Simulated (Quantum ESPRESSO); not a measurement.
# Work functions of 9 metals against electronegativity: Rb, Li, Sc, Mg, Be, Zn, Al, Ti, Ta (PBEsol, Quantum ESPRESSO)

How far does a number tabulated for the element predict the work function of the metal?

All values are computed: Quantum ESPRESSO 7.5, PBEsol, plane waves, scalar-relativistic unless marked; slabs or sheets with vacuum, the vacuum level from the planar mean of the electrostatic potential.

| metal and face | Pauling electronegativity | work function (eV) | line (eV) |
| --- | --- | --- | --- |
| (100) face of bcc Rb | 0.82 | 2.15 | 2.39 |
| (210) face of bcc Li | 0.98 | 3.00 | 2.80 |
| (001) face of hcp Sc | 1.36 | 3.52 | 3.76 |
| (001) face of hcp Mg | 1.31 | 3.77 | 3.63 |
| (111) face of bcc Be | 1.57 | 3.98 | 4.29 |
| (001) face of hcp Zn | 1.65 | 4.21 | 4.49 |
| (211) face of fcc Al | 1.61 | 4.22 | 4.39 |
| (001) face of hcp Ti | 1.54 | 4.47 | 4.22 |
| (110) face of bcc Ta | 1.5 | 4.80 | 4.12 |

A least-squares line gives work function = 2.53 × electronegativity + 0.32 eV, with correlation 0.91. The line misses the rows by 0.28 eV on average, and their plain mean by 0.61 eV, so the line does better. Both numbers measure how tightly the outermost electrons are held, so they rise together. The largest miss is Ta, 0.68 eV above the line; the surface dipole and the bulk Fermi level, which such a number can't hold, differ with face and density.

**Worked step.** For Be: 2.53 × 1.57 + 0.32 = 4.29 eV, against 3.98 eV computed.

One face a metal, thin 1×1 slabs on database lattices. Not in the ambient phase: Be.
